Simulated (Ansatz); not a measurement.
# Lattice dynamics of Na (Im-3m, 1 atom in the cell), part 2 of 2

Task: relax Na (Im-3m, 1 atom in the cell), then find its harmonic phonons.

Ansatz 0.2.0; DFT PBE, scalar-relativistic, plane waves, PAW.

So far. Step 3 (Relaxing to small forces for the phonons): The forces vanish by symmetry and the pressure is 0.000 GPa, within the tolerances set. The cell now holds 36.93 Å³/atom. The relaxed cell has a = 4.196 Å (conventional setting).

The database entry behind the starting cell differs from later determinations by our own check (0.1 to 0.3 % short, probably kX units), so it need not match the best structure at ambient conditions.

### Step 4. Response at finite wavevector

Stability and thermal properties need the whole zone. Linear response on a 4×4×4 q mesh gives force constants as far as a supercell of that size would.

File input.yaml:

```yaml
crystal:
  lattice:
    - [-2.0977806123, 2.0977806123, 2.0977806123]
    - [2.0977806123, -2.0977806123, 2.0977806123]
    - [2.0977806123, 2.0977806123, -2.0977806123]
  atoms:
    - { symbol: Na, position: [0.0, 0.0, 0.0] }
kpoints:
  mp_grid: { grid: [16, 16, 16] }
hamiltonian:
  xc: pbe
scf:
  occupations: { method: methfessel_paxton, width: 0.2 }
output:
  eigenvalues: true
phonons:
  method: dfpt
  qmesh: [4, 4, 4]
  temperatures: { t_max: 1000, t_step: 50 }
  qpath:
    path:
      - [[0.0, 0.0, 0.0], [0.5, -0.5, 0.5], [0.0, 0.0, 0.5], [0.0, 0.0, 0.0], [0.25, 0.25, 0.25], [0.5, -0.5, 0.5]]
      - [[0.25, 0.25, 0.25], [0.0, 0.0, 0.5]]
    npoints: 10
```

On the command line:

```sh
$ ansatz run input.yaml --threads 4 --pin off --max-ram 7168MiB --backend cpu --events-out ev --progress --plain --runs-dir out
```

Numbers of over 12 decimals in the logs are rounded to 6 here.

The log of the run:

```text
[...]
Crystal: 1 atoms, lattice volume = 36.927 Å³
Basis set: ecut = 420 eV, 683 PW (Γ), exchange–correlation on 50×50×50 points (8 copies of the dense FFT grid, shifted against one another)
Bands: 9, of which v1, the nominal top of the filled ones, is band 5 counted from 1 (4 counted from 0)
Symmetry: 48 space group operations
k-points: 145 of 4096
[...]
SCF iter   1: F=—  HF=-1486.416765 eV  |F-HF|=—  |Δ(HF+E_count)|=         —  Δρ=4.74e-4  dr2=4.14e-5  ethr=1.77e-3  ⟨swp⟩=4.9  Hψ=7831  notcnv=0
[...]
SCF iter   7: F=-1486.416668 eV  HF=-1486.416668 eV  |F-HF|=6.82e-12  |Δ(HF+E_count)|=  1.93e-10  S|Δr|=    0.00e0  Δρ=1.01e-7  dr2=3.31e-12  ethr=1.00e-12  ⟨swp⟩=4.3  Hψ=5696  notcnv=0
SCF 1 converged in 7 iterations: F = -1486.416668 eV  dr2 = 3.31e-12
[...]
NSCF: frozen V_eff on 145 k-points
[...]
DFPT response loops at q = (0, 0, 0) (fractional): preconditioner auto → Kerker (q_TF=auto, 2.156 Å⁻¹) (partly filled bands, converged f_vac=0.000); β = 1.00, the filter's whole step (`scf.mixing.beta` (0.50) is not read by the response loops under this deck's `scf.mixing.preconditioner`; to damp them name `kerker` or `kerker_dos`, under which they read `scf.mixing.beta`, and type it under 1.00, their step now; both keys bind the ground state too); Broyden in place of MSR1
[...]
SCF converged after 7 iterations
[...]
Free energy (F): -1486.416668 eV
[...]
Internal energy: -1486.416820 eV  (E = F + TS)
E sigma→0 (E₀):  -1486.416706 eV
Entropy (-TS):   0.000152 eV (0.152 meV/atom)
Fermi energy:    1.758559 eV
[...]
--- Band table (eV; the first three rows and the last of 145) ---
[...]
--- Phonons (Γ-DFPT): 1 representative perturbation + reference (Σ response iterations 3) ---
  ASR residual: 1.583e-6 → 0.000e0 eV/Å²; symmetrization residual: 3.843e-13 eV/Å²
  ASR residual per site (eV/Å²): 1.58e-6
  Γ frequencies (cm⁻¹): 0.00 0.00 0.00
--- Phonons (arbitrary-q DFPT): 8 irreducible q on the 4×4×4 mesh ---
  q = [0.0000, 0.0000, 0.0000] (star 1, of the zone-centre solve; hermiticity 2.59e-8, symmetrization 2.39e-7): 0.00 0.00 0.00
  q = [0.0000, 0.0000, 0.2500] (star 12, 2 solved perturbations in 3336 linear systems a pass and spin channel, the states on 2176 of 4096 k-point pairs; hermiticity 4.46e-13, symmetrization 2.37e-12): 20.14 61.69 92.92
[...]
q = [0.2500, 0.2500, 0.2500] (star 2, 1 solved perturbation on 589 of 4096 k-point pairs; hermiticity 1.67e-12, symmetrization 5.03e-12): 98.26 98.26 98.26
[...]
sum rule: each row above includes the acoustic sum rule's correction from the zone centre's row sums; it moved no ω² by more than (0.14 cm⁻¹)²
  mesh force constants: q→R imaginary residual 0.00e0; ASR residual 1.583e-6 → 0.000e0 eV/Å²; symmetrization residual 5.551e-16 eV/Å²
  interpolated dispersion: 62 rows × 3 modes
  density of states and harmonic sums: on the 24×24×24 q-mesh, interpolated from the force constants of a 4×4×4 supercell (no non-analytic term)
  largest difference from the sums on the solved wave vectors: F 7.18e-3 eV, S 1.12e-5 and C_V 4.02e-6 eV/K
  zero-point energy: 0.015971 eV/cell   skipped modes (ω ≤ 0): 3   left out of the sums: 7.23e-5 of the cell's modes: C_V's classical limit lies that fraction below 3 k_B per atom; for a crystal, a wire or a layer, F and S can be off by more, and a phonons.interpolated_qmesh denser along its periods is the remedy for the sampling
```

Run time: 96 s. Hardware: 4 threads of Arm Neoverse V1, shared host; peak memory 2.4 GiB.

In the SCF lines HF is the Harris–Foulkes energy and dr2 the Hartree energy of the density residual, in eV; the loop may stop once dr2 is under the threshold and the program's other checks hold. Hψ counts applications of the Hamiltonian.

This step gave:

```yaml
sum_rule_residual_before_enforcement: 1.58e-6 eV/Å²
lowest_frequency_on_the_path: 0 cm⁻¹
highest_frequency_on_the_path_or_at_a_solved_wavevector: 128.4 cm⁻¹
mean_frequency: 85.9 cm⁻¹
debye_temperature_second_moment: 169 K
logarithmic_mean_frequency: 79.2 cm⁻¹
lowest_mode_on_the_q_mesh_acoustic_modes_at_gamma_apart: 20.14 cm⁻¹
zero_point_energy_per_atom: 15.97 meV
heat_capacity_at_300_k: 24.55 J/(mol atoms K)
vibrational_entropy_at_300_k: 49.28 J/(mol atoms K)
```

Frequencies (cm⁻¹) solved at each irreducible wavevector; negative means imaginary. Frequencies by wavevector, by row:

| q in reciprocal lattice units | star | mode 1 | mode 2 | mode 3 |
| --- | --- | --- | --- | --- |
| 0 0 0 | 1 | 0 | 0 | 0 |
| 0 0 0.25 | 12 | 20.1 | 61.7 | 92.9 |
| 0 0 -0.5 | 6 | 28.1 | 87.1 | 128.4 |
| 0 0.25 0.25 | 24 | 52.8 | 92.9 | 120.6 |
| 0.25 0.25 0.25 | 2 | 98.3 | 98.3 | 98.3 |
| 0.25 0.25 -0.25 | 6 | 88.3 | 88.3 | 91 |
| 0.25 -0.5 -0.5 | 12 | 85.6 | 107.6 | 125.5 |
| -0.5 -0.5 -0.5 | 1 | 123.6 | 123.6 | 123.6 |

Interpolated from a 4×4×4 q mesh. Phonon branches along the path, in cm⁻¹:

| point | branch 1 | branch 2 | branch 3 |
| --- | --- | --- | --- |
| Γ | 0 | 0 | 0 |
| halfway | 88 | 88 | 91 |
| H | 124 | 124 | 124 |
| halfway | 86 | 108 | 126 |
| N | 28 | 87 | 128 |
| halfway | 20 | 62 | 93 |
| Γ | 0 | 0 | 0 |
| halfway | 54 | 54 | 108 |
| P | 98 | 98 | 98 |
| halfway | 68 | 118 | 118 |
| H | 124 | 124 | 124 |
| jump to P | 98 | 98 | 98 |
| halfway | 60 | 93 | 122 |
| N | 28 | 87 | 128 |

The phonon branches as a text plot (rows in cm⁻¹):

```
    126 |           ***********                          **   ***
    120 |         ** **        *             *       *****   *
    115 |         *   ***       *           * *    **       *
    110 |        *     * *                 *   *  *     *
    104 |                 *                      *         *
     99 |       *       *                       *      *   *
     94 |     **           *     *        *    *           ****
     88 |     **            ***                                **
     83 |                *     *              *  *    *
     78 |    *                  * *      *                  *
     72 |    *            *                  *
     67 |                                   *     *  *       *
     62 |   *                    * *
     56 |   *                              *       **
     51 |                         *     *                     *
     45 |  *               *
     40 |  *                       **     *
     35 |                   *                                  *
     29 |                    ***       * *                      *
     24 | *                     *   *
     19 | *                      **  *  *
     13 |                          * *
      8 |                           *  *
      3 |*                           **
         Γ           H       N        Γ         P        H|P    N
```

Tetrahedra on a 24×24×24 mesh, mean over bins of 1 cm-1. Interpolated from a 4×4×4 q mesh. Phonon density of states against wavenumber; read off at these points:

| wavenumber (cm⁻¹) | phonon density of states (1/cm⁻¹/cell) |
| --- | --- |
| 2.50 | 1.5e-4 |
| 5.00 | 1.8e-4 |
| 7.50 | 3.8e-4 |
| 10.00 | 7.1e-4 |
| 12.50 | 0.00136 |
| 15.00 | 0.00215 |
| 17.50 | 0.00304 |
| 20.00 | 0.00370 |
| 22.50 | 0.00474 |
| 25.00 | 0.00626 |
| 27.50 | 0.00871 |
| 30.00 | 0.0133 |
| 32.50 | 0.0140 |
| 35.00 | 0.0156 |
| 37.50 | 0.0167 |
| 40.00 | 0.0180 |
| 42.50 | 0.0196 |
| 45.00 | 0.0212 |
| 47.50 | 0.0228 |
| 50.00 | 0.0252 |
| 52.50 | 0.0278 |
| 55.00 | 0.0305 |
| 56.50 | 0.0324 |
| 57.50 | 0.0291 |
| 60.00 | 0.0245 |
| 62.50 | 0.0227 |
| 65.00 | 0.0219 |
| 67.50 | 0.0211 |
| 70.00 | 0.0212 |
| 72.50 | 0.0214 |
| 75.00 | 0.0219 |
| 77.50 | 0.0228 |
| 80.00 | 0.0242 |
| 82.50 | 0.0262 |
| 85.00 | 0.0298 |
| 87.50 | 0.0385 |
| 90.00 | 0.0370 |
| 92.50 | 0.0350 |
| 95.00 | 0.0336 |
| 97.50 | 0.0322 |
| 100.00 | 0.0298 |
| 102.50 | 0.0286 |
| 105.00 | 0.0281 |
| 107.50 | 0.0286 |
| 110.00 | 0.0293 |
| 112.50 | 0.0310 |
| 115.00 | 0.0356 |
| 117.50 | 0.0442 |
| 120.00 | 0.0707 |
| 122.50 | 0.0901 |
| 125.00 | 0.0480 |
| 127.50 | 0.0213 |

Second derivatives of the energy by pair, one row for each kind of neighbour of each atom listed. Each entry sums the pair over the periodic images of the supercell that the q mesh stands for, and in a polar crystal it holds the long-range dipole part too. Force constants by pair, by row:

| atom | neighbour | distance (Å) | third of the trace (eV/Å²) | along the pair's line (eV/Å²) |
| --- | --- | --- | --- | --- |
| Na1 | itself | 0 | 0.6999 | – |
| Na1 | Na | 3.633 | -0.0778 | -0.2509 |
| Na1 | Na | 4.196 | -0.014 | -0.0259 |
| Na1 | Na | 5.933 | 0.0028 | 0.006 |
| Na1 | Na | 6.958 | -0.001 | -0.0041 |
| Na1 | Na | 7.267 | -0.0027 | -0.0052 |

Harmonic thermodynamic functions per atom, from the density of states. Interpolated from a 4×4×4 q mesh. Thermodynamic functions, by row:

| T (K) | F_vib (meV/atom) | S (J/mol-atom/K) | C_V (J/mol-atom/K) |
| --- | --- | --- | --- |
| 0 | 15.97 | 0 | 0 |
| 50 | 14.09 | 10.23 | 15.32 |
| 100 | 5.19 | 23.37 | 21.75 |
| 200 | -28.17 | 39.41 | 24.08 |
| 300 | -74.46 | 49.28 | 24.55 |
| 400 | -129.4 | 56.37 | 24.72 |
| 500 | -190.8 | 61.9 | 24.8 |
| 600 | -257.4 | 66.42 | 24.84 |
| 700 | -328.2 | 70.26 | 24.87 |
| 800 | -402.8 | 73.58 | 24.89 |
| 900 | -480.6 | 76.51 | 24.9 |
| 1000 | -561.3 | 79.13 | 24.91 |

Harmonic mean-square displacement, third of the trace. Interpolated from a 4×4×4 q mesh. Mean square displacements, by row:

| T (K) | Na1 U_eq (Å²) |
| --- | --- |
| 0 | 0.01044 |
| 100 | 0.03358 |
| 300 | 0.09618 |
| 600 | 0.1915 |

Symmetry leaves 8 wavevectors to solve. The lowest mode among them, the acoustic zeros apart, lies at q = (0, 0, 0.25) and is real, 20.1 cm⁻¹.

### Step 5. The same by displaced supercells

Finite displacements in a 2×2×2 supercell give force constants from forces alone. They are exact at the wavevectors that the supercell holds, where they check the linear-response result.

input.yaml, as its differences from that of step 4:

```diff
@@ -16,4 +16,4 @@
 phonons:
-  method: dfpt
-  qmesh: [4, 4, 4]
+  method: fd
+  supercell: [2, 2, 2]
   temperatures: { t_max: 1000, t_step: 50 }
```

The log of the run:

```text
[...]
Crystal: 8 atoms, lattice volume = 295.413 Å³
Basis set: ecut = 420 eV, 5775 PW (Γ), exchange–correlation on 100×100×100 points (8 copies of the dense FFT grid, shifted against one another)
Bands: 50, of which v1, the nominal top of the filled ones, is band 36 counted from 1 (35 counted from 0)
Symmetry: 384 space group operations
k-points: 29 of 512
[...]
SCF iter   1: F=—  HF=-11891.333342 eV  |F-HF|=—  |Δ(HF+E_count)|=         —  Δρ=4.82e-8  dr2=3.10e-12  ethr=1.00e-12  ⟨swp⟩=3.0  Hψ=3696  notcnv=0
[...]
SCF iter   2: F=-11891.333342 eV  HF=-11891.333342 eV  |F-HF|=0.00e0  |Δ(HF+E_count)|=  1.82e-12  S|Δr|=    0.00e0  Δρ=1.71e-8  dr2=8.01e-13  ethr=1.00e-12  ⟨swp⟩=3.0  Hψ=3510  notcnv=0
SCF 1 converged in 2 iterations: F = -11891.333342 eV  dr2 = 8.01e-13
[...]
Symmetry: 8 space group operations
k-points: 59 of 512 (time reversal used)
[...]
SCF iter   6: F=-11891.333340 eV  HF=-11891.333340 eV  |F-HF|=7.28e-12  |Δ(HF+E_count)|=  9.09e-12  S|Δr|=    0.00e0  Δρ=2.74e-8  dr2=2.65e-12  ethr=1.00e-12  ⟨swp⟩=5.0  Hψ=9927  notcnv=0
SCF 2 converged in 6 iterations: F = -11891.333340 eV  dr2 = 2.65e-12
[...]
SCF converged after 2 iterations
[...]
Free energy (F): -11891.333342 eV
[...]
Internal energy: -11891.334558 eV  (E = F + TS)
E sigma→0 (E₀):  -11891.333646 eV
Entropy (-TS):   0.001215 eV (0.152 meV/atom)
Fermi energy:    1.758559 eV
[...]
--- Band table (eV; the first three rows and the last of 29) ---
  k-point 0: bands = [... 32 lower, -1.5262, 2.5128, 2.5128, 2.5128, 2.5128, 2.5128, 2.5128, 2.9800, ... 10 higher]
  k-point 1: bands = [... 32 lower, -1.4572, 1.7439, 2.2406, 2.2406, 2.2406, 2.2406, 2.5738, 3.0473, ... 10 higher]
  k-point 2: bands = [... 32 lower, -1.2510, 0.8999, 1.9368, 1.9368, 1.9368, 1.9368, 2.7572, 3.2475, ... 10 higher]
  k-point 28: bands = [... 32 lower, 0.6363, 0.6363, 0.6363, 0.6363, 0.6363, 0.6363, 4.4746, 4.4746, ... 10 higher]
--- Phonons: 1 displaced member + reference (amplitude 0.0025 Å, Σ member SCF iterations 6) ---
  symmetry images taken by strict's conditions (phonons.symmetry_images: auto; settled by no image being taken that strict refuses)
  ASR residual: 2.545e-5 → 0.000e0 eV/Å²; symmetrization residual: 2.498e-16 eV/Å²
  largest component of a force at the reference: 2.7e-29 eV/Å
  ASR residual per site (eV/Å²): 2.54e-5
  Γ frequencies (cm⁻¹): 0.00 0.00 0.00
[...]
```

The job ended after 13 s (4 threads; peak memory 1.1 GiB).

This step gave:

```yaml
atoms_in_the_supercell: 8
sum_rule_residual_before_enforcement: 2.54e-5 eV/Å²
```

Interpolated from a 2×2×2 supercell, rough between the solved points. The phonon branches at the labelled points (cm⁻¹):

| point | branch 1 | branch 2 | branch 3 |
| --- | --- | --- | --- |
| Γ | 0 | 0 | 0 |
| halfway | 87 | 87 | 93 |
| H | 124 | 124 | 124 |
| halfway | 90 | 107 | 126 |
| N | 28 | 87 | 128 |
| halfway | 20 | 62 | 91 |
| Γ | 0 | 0 | 0 |
| halfway | 52 | 52 | 105 |
| P | 93 | 93 | 93 |
| halfway | 73 | 117 | 117 |
| H | 124 | 124 | 124 |
| jump to P | 93 | 93 | 93 |
| halfway | 56 | 90 | 119 |
| N | 28 | 87 | 128 |

The phonon branches as a text plot (rows in cm⁻¹):

```
    126 |           ***********                          **    **
    120 |         ** **        *                      ****    *
    115 |        **    **       *           ***     **  *    *
    110 |        *     *                           *        *
    104 |       *        *                 *   *  *    *
     99 |       *       * *                      *         *
     94 |     **           *              *     *          **
     88 |     **         *  ***  *             *      *    * ****
     83 |                      *
     78 |    *            *     * *           *  *
     72 |    *                           *   *       *      *
     67 |                                         *
     62 |   *                    *          *      **        *
     56 |   *                      *
     51 |                         *     *  *
     45 |                  *                                  *
     40 |  *                       **     *
     35 |                   *                                  *
     29 |                    **     *    *                      *
     24 | *                    **      *
     19 | *                      **  *  *
     13 |                          * *
      8 |                           *  *
      3 |*                           **
         Γ           H       N        Γ         P        H|P    N
```

Tetrahedra on a 22×22×22 mesh, mean over bins of 1 cm-1. Interpolated from a 2×2×2 supercell, rough between the solved points. The phonon density of states by wavenumber; read off at these points:

| wavenumber (cm⁻¹) | phonon density of states (1/cm⁻¹/cell) |
| --- | --- |
| 2.50 | 9.0e-5 |
| 5.00 | 1.5e-4 |
| 7.50 | 3.2e-4 |
| 10.00 | 6.0e-4 |
| 12.50 | 0.00108 |
| 15.00 | 0.00194 |
| 17.50 | 0.0029 |
| 20.00 | 0.00404 |
| 22.50 | 0.00516 |
| 25.00 | 0.00687 |
| 27.50 | 0.00955 |
| 30.00 | 0.0137 |
| 32.50 | 0.0146 |
| 35.00 | 0.0160 |
| 37.50 | 0.0173 |
| 40.00 | 0.0183 |
| 42.50 | 0.0196 |
| 45.00 | 0.0211 |
| 47.50 | 0.0224 |
| 50.00 | 0.0240 |
| 52.50 | 0.0258 |
| 55.00 | 0.0276 |
| 57.50 | 0.0295 |
| 58.50 | 0.0296 |
| 60.00 | 0.0258 |
| 62.50 | 0.0233 |
| 65.00 | 0.0222 |
| 67.50 | 0.0218 |
| 70.00 | 0.0219 |
| 72.50 | 0.0223 |
| 75.00 | 0.0229 |
| 77.50 | 0.0241 |
| 80.00 | 0.0257 |
| 82.50 | 0.0284 |
| 85.00 | 0.0328 |
| 87.50 | 0.0442 |
| 90.00 | 0.0404 |
| 92.50 | 0.0364 |
| 95.00 | 0.0318 |
| 97.50 | 0.0298 |
| 100.00 | 0.0287 |
| 102.50 | 0.0278 |
| 105.00 | 0.0281 |
| 107.50 | 0.0295 |
| 110.00 | 0.0311 |
| 112.50 | 0.0350 |
| 115.00 | 0.0469 |
| 117.50 | 0.0555 |
| 120.00 | 0.0598 |
| 122.50 | 0.0672 |
| 123.50 | 0.0683 |
| 125.00 | 0.0416 |
| 127.50 | 0.0156 |

The highest branch reaches 128 cm⁻¹ on this path, at N. No branch goes imaginary on this path.

### Step 6. What came out

- space group after relaxation (within 0.01 Å): Im-3m
- volume per atom: 36.9 Å³
- electronic character: no gap on this mesh
- lowest mode on the q mesh (acoustic modes at Γ apart): 20.1 cm⁻¹
- highest frequency on the path or at a solved wavevector: 128 cm⁻¹
- zero-point energy per atom: 16.0 meV
- heat capacity at 300 K: 24.6 J/(mol atoms K)
- vibrational entropy at 300 K: 49.3 J/(mol atoms K)
- Debye temperature (second moment): 169 K
- imaginary modes on the 4×4×4 q mesh: none

**Reading.** The structure is a minimum as far as tested: no mode is imaginary at the 8 irreducible wavevectors of the 4×4×4 mesh, and the softest away from the acoustic zeros lies at 20 cm⁻¹. With no gap, or one that is small against the smearing, the frequencies hang on the k mesh and the smearing, most of all near Kohn anomalies. These are harmonic frequencies at zero temperature: anharmonic shifts, linewidths and thermal expansion are left out.

[Logs are printed without paths, hosts, clocks, repeated set-up lines and the standing remarks that a program may print on its own settings, such as how far it seeks lower states.]

[Hosts, paths, dates, database ids (printed as entryN), source tags and the programs' standing remarks are cut or masked in the printed files.]
